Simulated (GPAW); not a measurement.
# Collinear magnetic orders of Cr (Chromium) with GPAW, part 2 of 2

A self-consistent run ends on one state, which hangs on the start. Several orders of Cr (Chromium) are started in GPAW and their energies compared.

GPAW 26.7.0; PBE; plane waves with GPAW's PAW setups, scalar-relativistic.

So far. Step 2 (Order 1, typed as ferro +): After 12 cycles the seed has died away: no moment is left. Step 3 (Start 2: antiferro q=(1/2,1/2,1/2) +-): It lies 34.3 meV a seeded atom under the first start, and its largest moment is 1.31 μB against 3.6e-6 μB.

## Step 4: Run 3 (antiferro q=(0,0,1/2) +-)

Another pattern of signs weighs the neighbour shells otherwise.

This order needs a doubled cell of 2 atoms. Its mesh is chosen so that both cells sample the same points.

The input, order3.py:

```python
import json
import numpy as np
from ase import Atoms
from ase.parallel import paropen, parprint
from gpaw import GPAW

atoms = Atoms(['Cr', 'Cr'],
    cell=[[-1.44195, 1.44195, 1.44195],
         [1.44195, -1.44195, 1.44195],
         [2.8839, 2.8839, -2.8839]],
    scaled_positions=[[0.0, 0.0, 0.0],
         [0.0, 0.0, 0.5]],
    pbc=True,
    magmoms=[2.5, -2.5])
atoms.calc = GPAW(mode={'name': 'pw', 'ecut': 550},
    xc='PBE',
    kpts={'size': (16, 16, 8), 'gamma': True},
    occupations={'name': 'fermi-dirac', 'width': 0.05},
    convergence={'density': 1e-05, 'energy': 1e-05},
    maxiter=200,
    symmetry={'tolerance': 1e-4},
    txt='order3.txt')
e = atoms.get_potential_energy(force_consistent=True)
res = {'free_energy': e, 'energy_sigma0': atoms.get_potential_energy(), 'fermi_energy': atoms.calc.get_fermi_level()}
res['moments'] = atoms.get_magnetic_moments().tolist()
res['total'] = atoms.get_magnetic_moment()
parprint('site moments (muB):', np.round(res['moments'], 3))
parprint(f"total moment: {res['total']:.3f} muB")
parprint(f'free energy: {e:.6f} eV')
atoms.calc.write('order3.gpw')
with paropen('results.json', 'w') as f:
    json.dump(res, f)
```

Started as:

```bash
> OMP_NUM_THREADS=1 mpirun -n 4 gpaw python order3.py > order3.log
```

What it wrote:

```text
site moments (muB): [ 0. -0.]
total moment: -0.000 muB
free energy: -18.743724 eV

--- order3.txt ---
Input parameters:
  mode=PW(ecut=550),
  convergence={'density': 1e-05, 'energy': 1e-05},
  kpts=MonkhorstPack(size=(16, 16, 8), gamma=True),
  maxiter=200,
  occupations=Occupations(name='fermi-dirac', width=0.05),
  symmetry=Symmetry(tolerance=0.0001),
  xc=XC(name='PBE')

Diagonalizing LCAO Hamiltonian
[...]
|          3 |         9.862 |     1.000 |         9.862 |     1.000 |
|          4 |         9.862 |     1.000 |         9.862 |     1.000 |
[...]
|          8 |        11.772 |     0.000 |        11.772 |     0.000 |
|          9 |        11.823 |     0.000 |        11.823 |     0.000 |
|         10 |        12.082 |     0.000 |        12.082 |     0.000 |
|         11 |        13.370 |     0.000 |        13.370 |     0.000 |

No gap
No difference between direct/indirect transitions

[key lines of the parts left out:]
Free energy:     -18.743724
Converged in 16 steps
dipole moment: (-7.136488, -7.136488, -7.136519)  # |e|*Ang
Fermi level: 10.691
```

Wall time 70 s (4 MPI ranks of Arm Neoverse V1, shared host); peak memory 0.83 GiB.

The spin moment in the augmentation sphere vanishes on all atoms.

Read from the output:

```
final state : non-magnetic
```

It ends in the same state without moments as the first start; the 8.6e-5 meV between them is numerical noise.

## Step 5: Order 4, typed as no spin polarisation

This run holds no moments, which gives a state to set the others against.

The input, nospin.py:

```python
import json
import numpy as np
from ase import Atoms
from ase.parallel import paropen, parprint
from gpaw import GPAW

atoms = Atoms(['Cr'],
    cell=[[-1.44195, 1.44195, 1.44195],
         [1.44195, -1.44195, 1.44195],
         [1.44195, 1.44195, -1.44195]],
    scaled_positions=[[0.0, 0.0, 0.0]],
    pbc=True)
atoms.calc = GPAW(mode={'name': 'pw', 'ecut': 550},
    xc='PBE',
    kpts={'size': (16, 16, 16), 'gamma': True},
    occupations={'name': 'fermi-dirac', 'width': 0.05},
    convergence={'density': 1e-05, 'energy': 1e-05},
    maxiter=200,
    symmetry={'tolerance': 1e-4},
    txt='nospin.txt')
e = atoms.get_potential_energy(force_consistent=True)
res = {'free_energy': e, 'energy_sigma0': atoms.get_potential_energy(), 'fermi_energy': atoms.calc.get_fermi_level()}
parprint(f'free energy: {e:.6f} eV')
atoms.calc.write('nospin.gpw')
with paropen('results.json', 'w') as f:
    json.dump(res, f)
```

Started as:

```bash
> OMP_NUM_THREADS=1 mpirun -n 4 gpaw python nospin.py > nospin.log
```

What it wrote:

```text
free energy: -9.371862 eV

--- nospin.txt ---
Input parameters:
  mode=PW(ecut=550),
  convergence={'density': 1e-05, 'energy': 1e-05},
  kpts=MonkhorstPack(size=(16, 16, 16), gamma=True),
  maxiter=200,
  occupations=Occupations(name='fermi-dirac', width=0.05),
  symmetry=Symmetry(tolerance=0.0001),
  xc=XC(name='PBE')

Diagonalizing LCAO Hamiltonian
Converting LCAO to pw mode

       Cr

Atoms  # Å, Bohr magnetons
[...]
| band index |      eig [eV] | occ [0-2] |
|------------|---------------|-----------|
|          0 |         3.085 |     2.000 |
|          1 |         9.862 |     2.000 |
|          2 |         9.862 |     2.000 |
|          3 |         9.862 |     2.000 |
|          4 |        11.772 |     0.000 |
|          5 |        11.772 |     0.000 |
|          6 |        20.737 |     0.000 |
|          7 |        20.737 |     0.000 |

No gap
No difference between direct/indirect transitions

[key lines of the parts left out:]
Free energy:      -9.371862
Converged in 15 steps
dipole moment: (-3.568254, -3.568254, -3.568254)  # |e|*Ang
Fermi level: 10.691
```

Elapsed: 7.1 s, on 4 MPI ranks; peak memory 0.57 GiB; 28 s of CPU time.

Read from the output:

| Property | Result |
| --- | --- |
| final state | non-magnetic (no spin polarisation) |

It ends in the same state without moments as the first start; the 1.9e-6 meV between them is numerical noise.

## Step 6: Energies of the orders

These are free energies at a smearing of 0.05 eV, so its entropy term is in the differences. They are divided by the number of seeded atoms, so that cells of unlike size compare. Wavevectors q in the names are fractions of the reciprocal vectors of the first run's cell.

Orders:

```
                       start        final state  typed order kept  energy over the lowest (meV a seeded atom)  largest site moment (μB)  net moment (μB a primitive cell)  mesh matched  CPU time (s)
                     ferro +       non-magnetic                no                                       34.31                         0                                 0           yes         39.62
antiferro q=(1/2,1/2,1/2) +-  antiferromagnetic               yes                                           0                     1.315                                 0           yes         352.1
    antiferro q=(0,0,1/2) +-       non-magnetic                no                                       34.31                         0                                 0           yes         280.6
        no spin polarisation       non-magnetic                 -                                       34.31                         0                                 0           yes         28.16
```

## Step 7: Summary of results

```yaml
lowest_state_found: antiferromagnetic (typed antiferro q=(1/2,1/2,1/2) +-)
largest_site_moment: 1.31 μB
next_state: non-magnetic, 34.3 meV a seeded atom higher
energy_gained_by_spin_polarisation: 34.3 meV a seeded atom
```

**Reading.** The lowest state found is antiferromagnetic, reached from the start antiferro q=(1/2,1/2,1/2) +-, with moments up to 1.31 μB. 2 starts left the typed pattern (a sign turned or a seeded moment died), so such an energy belongs to the state reached, not the one typed. Only 4 starts are shown; other collinear patterns, canted and longer-period orders are not.

[Logs and program files are shortened in this print: banners, set-up blocks, solver, clock and traceback lines can be left out without a mark of their own.]

[Logs are printed without paths, hosts, clocks, repeated set-up lines and the standing remarks that a program may print on its own settings, such as how far it seeks lower states.]

[Hosts, paths, dates, database ids (printed as entryN), source tags and the programs' standing remarks are cut or masked in the printed files.]

[Where a cell is said to come from a database of computed structures, the database is the Materials Project.]
